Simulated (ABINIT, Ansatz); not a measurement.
# AlBO3 (R-3c): one start, several treatments of the self-energy, part 2 of 2

Aim: compare treatments of exchange, screening and correlation for the gap of AlBO3 (R-3c).

ABINIT 10.8.3; PBEsol and many-body steps on it, plane waves. Known limits of the many-body steps: not at the basis limit.

So far. Step 5 (G0W0, von der Linden-Horsch plasmon pole): Against G0W0 in ABINIT (4×4×4 mesh, 120 bands, screening to 141.5 eV, Godby-Needs plasmon pole), the gap moves by +0.026 eV. Step 6 (G0W0, Engel-Farid plasmon pole): Against G0W0 in ABINIT (4×4×4 mesh, 120 bands, screening to 141.5 eV, Godby-Needs plasmon pole), the gap moves by −0.007 eV.

### Step 7. One-shot Hartree-Fock

This step: one-shot Hartree-Fock on PBEsol, plane waves, norm-conserving pseudopotentials.

run.abi reads:

```
acell 3*1.0 Angstrom
rprim 
  2.231899999996 1.288588065802 4.581666666700
  -2.231899999996 1.288588065802 4.581666666700
  0.000000000000 -2.577176131604 4.581666666700
ntypat 3
znucl 13 5 8
natom 10
typat 1 1 2 2 3 3 3 3 3 3
xred 
  0.000000000000 -0.000000000000 -0.000000000000
  0.500000000000 0.500000000000 0.500000000000
  0.250000000000 0.250000000000 0.250000000000
  0.750000000000 0.750000000000 0.750000000000
  0.940980000000 0.559020000000 0.250000000000
  0.250000000000 0.940980000000 0.559020000000
  0.559020000000 0.250000000000 0.940980000000
  0.059020000000 0.440980000000 0.750000000000
  0.750000000000 0.059020000000 0.440980000000
  0.440980000000 0.750000000000 0.059020000000
pp_dirpath "pseudos"
pseudos "Al.upf, B.upf, O.upf"
ecut 36
ngkpt 4 4 4
nshiftk 1
shiftk 0 0 0
kptopt 1
chksymbreak 0
istwfk *1
occopt 1
irdwfk 1
optdriver 4
nband 28
gwcalctyp 5
ecutsigx 36
symsigma 1
nkptgw 2
kptgw 
  0.0000000000 0.0000000000 0.0000000000
  0.2500000000 0.2500000000 0.2500000000
bdgw 
  23 26
  23 26
ixc_sigma 40
fftgw 31
indata_prefix "in"
outdata_prefix "out"
tmpdata_prefix "tmp"
```

Started as:

```
OMP_NUM_THREADS=1 mpirun -n 8 abinit run.abi > log
```

What it wrote:

```text
.Version 10.8.3 of ABINIT. v10.8.2 released Aug 2026.

 Symmetries : space group R-3 c (#167); Bravais hR (rhombohedral)
[... echo of the input left out ...]
== DATASET  1 ==================================================================
-   mpi_nproc: 8, omp_nthreads: 1 (-1 if OMP is not activated)

--- !DatasetInfo
iteration_state: {dtset: 1, }
dimensions: {natom: 10, nkpt: 13, mband: 28, nsppol: 1, nspinor: 1, nspden: 1, mpw: 5535, }
cutoff_energies: {ecut:  36.0, pawecutdg:  -1.0, }
[...]
Band     E0 <VxcDFT>   SigX SigC(E0)      Z dSigC/dE  Sig(E)    E-E0       E
[...]
25  10.754 -11.869  -6.133   0.000   1.000   0.000  -6.133   5.736  16.489
       26  12.448 -15.211  -9.690   0.000   1.000   0.000  -9.690   5.521  17.969

== END DATASET(S) ==============================================================
================================================================================

 -outvars: echo values of variables after computation  --------
           etotal      0.0000000000E+00
            nband          28
             nkpt          13
          spgroup         167
 [... the other variables as echoed above ...]

 Calculation completed.
```

Run time: 4.4 s. Hardware: 8 MPI ranks of Arm Neoverse V1, shared host; peak memory 1.9 GiB; 34 s of CPU time.

This step gave:

| Property | Result |
| --- | --- |
| quasiparticle gap on the points computed | 17.42 eV |
| starting gap on the mesh | 5.828 eV |
| k of the valence top | 0, 0, 0 |
| k of the conduction bottom | 0.25, 0.25, 0.25 |
| least direct quasiparticle gap on the computed points | 17.53 eV |

Against G0W0 in ABINIT (4×4×4 mesh, 120 bands, screening to 141.5 eV, Godby-Needs plasmon pole), the gap moves by +8.996 eV.

### Step 8. Screening, 4×4×4 mesh, 120 bands, screening to 141.5 eV

This step: RPA screening on PBEsol, plane waves, norm-conserving pseudopotentials.

Edit run.abi of step 7 so:

```diff
@@ -31,16 +31,14 @@
 irdwfk 1
-optdriver 4
-nband 28
-gwcalctyp 5
-ecutsigx 36
-symsigma 1
-nkptgw 2
-kptgw 
-  0.0000000000 0.0000000000 0.0000000000
-  0.2500000000 0.2500000000 0.2500000000
-bdgw 
-  23 26
-  23 26
-ixc_sigma 40
-fftgw 31
+optdriver 3
+nband 120
+ecuteps 5.2
+inclvkb 2
+awtr 1
+symchi 1
+gwcalctyp 2
+nfreqre 16
+freqremax 40 eV
+nfreqim 8
+spmeth 1
+nomegasf 120
 indata_prefix "in"
```

What it wrote:

```text
.Version 10.8.3 of ABINIT. v10.8.2 released Aug 2026.

 Symmetries : space group R-3 c (#167); Bravais hR (rhombohedral)
[... echo of the input left out ...]
== DATASET  1 ==================================================================
-   mpi_nproc: 8, omp_nthreads: 1 (-1 if OMP is not activated)

--- !DatasetInfo
iteration_state: {dtset: 1, }
dimensions: {natom: 10, nkpt: 13, mband: 120, nsppol: 1, nspinor: 1, nspden: 1, mpw: 5535, }
cutoff_energies: {ecut:  36.0, pawecutdg:  -1.0, }
electrons: {nelect:   4.80000000E+01, charge:   0.00000000E+00, occopt:   1.00000000E+00, tsmear:   1.00000000E-02, }

 SCREENING: Calculation of the susceptibility and dielectric matrices

 Based on a program developped by R.W. Godby, V. Olevano, G. Onida, and L. Reining.
 Incorporated in ABINIT by V. Olevano, G.-M. Rignanese, and M. Torrent.
.Using double precision arithmetic ; gwpc =  8

[... cell and pseudopotentials left out ...]
--------------------------------------------------------------------------------

 ==== K-mesh for the wavefunctions ====
 Number of points in the irreducible wedge :    13
[... list of points left out ...]
 Together with 12 symmetry operations and time-reversal symmetry
 yields    64 points in the full Brillouin Zone.

 ==== Q-mesh for the screening function ====
 Number of points in the irreducible wedge :    13
[... list of points left out ...]
 Together with 12 symmetry operations and time-reversal symmetry
 yields    64 points in the full Brillouin Zone.

 setmesh: FFT mesh size selected  =    40x   40x   40
          total number of points  =        64000

 vcoul_init : cutoff-mode = AUXILIARY_FUNCTION
 q-points for optical limit:   1
     1)      0.000010    0.000020    0.000030

- screening: taking advantage of time-reversal symmetry
- Maximum band index for partially occupied states nbvw = 24
- Remaining bands to be divided among processors   nbcw = 96
- Number of bands treated by each node ~12

 Number of electrons calculated from density =   48.0000; Expected =   48.0000
 average of density, n =  0.089967
 r_s =    1.3844
 omega_plasma =   28.9332 [eV]

 calculating chi0 at frequencies [eV] :
  1    0.000000E+00    0.000000E+00
  2    2.666667E+00    0.000000E+00
  3    5.333333E+00    0.000000E+00
[...]
23    0.000000E+00    7.368777E+01
 24    0.000000E+00    1.037532E+02

--------------------------------------------------------------------------------
  q-point number  1        q = ( 0.000000, 0.000000, 0.000000) [r.l.u.]
--------------------------------------------------------------------------------
[... chi0 elements left out ...]
  [... further frequencies ...]

 No. of calculated frequencies >  15, stop printing
 For q-point:  0.000010 0.000020 0.000030
  dielectric constant =   3.0446
  dielectric constant without local fields =   3.2975

  Average fulfillment of the sum rule on Im[epsilon] for q-point    1 :     56.08  [%]
[... wings left out ...]
  q-point number  2        q = ( 0.250000, 0.000000, 0.000000) [r.l.u.]
--------------------------------------------------------------------------------
[... chi0 elements left out ...]
  [... further frequencies ...]

 No. of calculated frequencies >  15, stop printing
  Average fulfillment of the sum rule on Im[epsilon] for q-point    2 :     67.59  [%]

 [... 11 further q-points ...]
```

It took 4.8 min on 8 MPI ranks; peak memory 5.8 GiB; 38 min of CPU time.

This step gave:

```
ε∞ with local fields, on this mesh, along the program's q direction : 3.045
the same without local fields                                       : 3.297
plasma frequency                                                    : 28.93 eV
plane waves in the screening matrix                                 : 291
```

### Step 9. G0W0, contour deformation

This step: G0W0 on PBEsol, plane waves, norm-conserving pseudopotentials.

Edit run.abi of step 8 so:

```diff
@@ -31,14 +31,16 @@
 irdwfk 1
-optdriver 3
+optdriver 4
 nband 120
+gwcalctyp 2
+ecutsigx 36
+symsigma 1
+nkptgw 2
+kptgw 
+  0.0000000000 0.0000000000 0.0000000000
+  0.2500000000 0.2500000000 0.2500000000
+bdgw 
+  23 26
+  23 26
 ecuteps 5.2
-inclvkb 2
-awtr 1
-symchi 1
-gwcalctyp 2
-nfreqre 16
-freqremax 40 eV
-nfreqim 8
-spmeth 1
-nomegasf 120
+irdscr 1
 indata_prefix "in"
```

What it wrote:

```text
.Version 10.8.3 of ABINIT. v10.8.2 released Aug 2026.

 Symmetries : space group R-3 c (#167); Bravais hR (rhombohedral)
[... echo of the input left out ...]
== DATASET  1 ==================================================================
-   mpi_nproc: 8, omp_nthreads: 1 (-1 if OMP is not activated)

--- !DatasetInfo
iteration_state: {dtset: 1, }
dimensions: {natom: 10, nkpt: 13, mband: 120, nsppol: 1, nspinor: 1, nspden: 1, mpw: 5535, }
cutoff_energies: {ecut:  36.0, pawecutdg:  -1.0, }
[...]
Band     E0 <VxcDFT>   SigX SigC(E0)      Z dSigC/dE  Sig(E)    E-E0       E
[...]
26  12.448 -15.211  -9.690  -3.512   0.837  -0.195 -13.530   1.681  14.129
       26   0.000   0.000   0.000  -0.001   0.000   0.000  -0.001  -0.001  -0.001

== END DATASET(S) ==============================================================
================================================================================

 -outvars: echo values of variables after computation  --------
           etotal      0.0000000000E+00
            nband         120
             nkpt          13
          spgroup         167
 [... the other variables as echoed above ...]

 Calculation completed.
```

It took 12 s on 8 MPI ranks; peak memory 3.5 GiB.

Numbers from this step:

```yaml
g0w0_gap_on_the_points_computed: 8.424 eV
starting_gap_on_the_mesh: 5.828 eV
k_of_the_valence_top: 0, 0, 0
k_of_the_conduction_bottom: 0.25, 0.25, 0.25
least_direct_g0w0_gap_on_the_computed_points: 8.651 eV
```

Against G0W0 in ABINIT (4×4×4 mesh, 120 bands, screening to 141.5 eV, Godby-Needs plasmon pole), the gap moves by +0.002 eV.

### Step 10. Side by side

Times are wall times on 8 MPI ranks of Arm Neoverse V1, shared host, good to a factor of about two. A run's time includes the screening step that it read.

| run | mesh | bands | screening cutoff (eV) | DFT gap (eV) | gap on the mesh (eV) | direct (eV) | ε∞ used | time |
| --- | --- | --- | --- | --- | --- | --- | --- | --- |
| G0W0, Godby-Needs plasmon pole | 4×4×4 | 120 | 141.5 | 5.828 | 8.422 | 8.652 | 3.04 | 3.7 min |
| G0W0, von der Linden-Horsch plasmon pole | 4×4×4 | 120 | 141.5 | 5.828 | 8.448 | 8.688 | 3.04 | 3.6 min |
| G0W0, Engel-Farid plasmon pole | 4×4×4 | 120 | 141.5 | 5.828 | 8.415 | 8.649 | 3.04 | 3.6 min |
| one-shot Hartree-Fock | 4×4×4 | - | - | 5.828 | 17.418 | 17.526 | - | 4.4 s |
| G0W0, contour deformation | 4×4×4 | 120 | 141.5 | 5.828 | 8.424 | 8.651 | 3.04 | 5 min |

### Step 11. Summary of results

| Quantity | Value |
| --- | --- |
| G0W0, Godby-Needs plasmon pole | 8.422 eV |
| G0W0, von der Linden-Horsch plasmon pole | 8.448 eV |
| G0W0, Engel-Farid plasmon pole | 8.415 eV |
| one-shot Hartree-Fock | 17.418 eV |
| G0W0, contour deformation | 8.424 eV |
| known limits | not at the basis limit |

In words: G0W0, von der Linden-Horsch plasmon pole: +0.026 eV against G0W0, Godby-Needs plasmon pole. G0W0, Engel-Farid plasmon pole: −0.007 eV against G0W0, Godby-Needs plasmon pole. One-shot Hartree-Fock: +8.996 eV against G0W0, Godby-Needs plasmon pole. G0W0, contour deformation: +0.002 eV against G0W0, Godby-Needs plasmon pole. Bare exchange alone opens the gap to 17.42 eV; against G0W0, correlation takes back 9.00 eV. Bands and cutoff are finite, so the gap is not at the basis limit. The miss can reach some tenths of an eV and take either sign; the mesh is an error of its own. In the first G0W0 run levels were corrected at 2 k points alone, so a gap called «on the mesh» is the least over those, and an edge elsewhere would be missed.

[Paths, hosts, dates, memory and timing lines, banners, echoed tables and standing remarks are left out of the program output.]

[Logs are printed without paths, hosts, clocks, repeated set-up lines and the standing remarks that a program may print on its own settings, such as how far it seeks lower states.]

[Runs of the session that timed out or met a known fault of the program may be left out.]

[No measured gap is set beside runs whose start may be inverted or whose files or cutoffs have a known fault.]

[Hosts, paths, dates, database ids (printed as entryN), source tags and the programs' standing remarks are cut or masked in the printed files.]

[G0W0 gaps are taken among the corrected bands and points alone; a level outside them can change the order at an edge.]

[Where Ansatz stands beside ABINIT at settings called matched, ABINIT's density can come from a denser mesh and the files from another edition; pairs whose starting gaps differed by over 0.03 eV were left out, so agreement reads better than it is.]
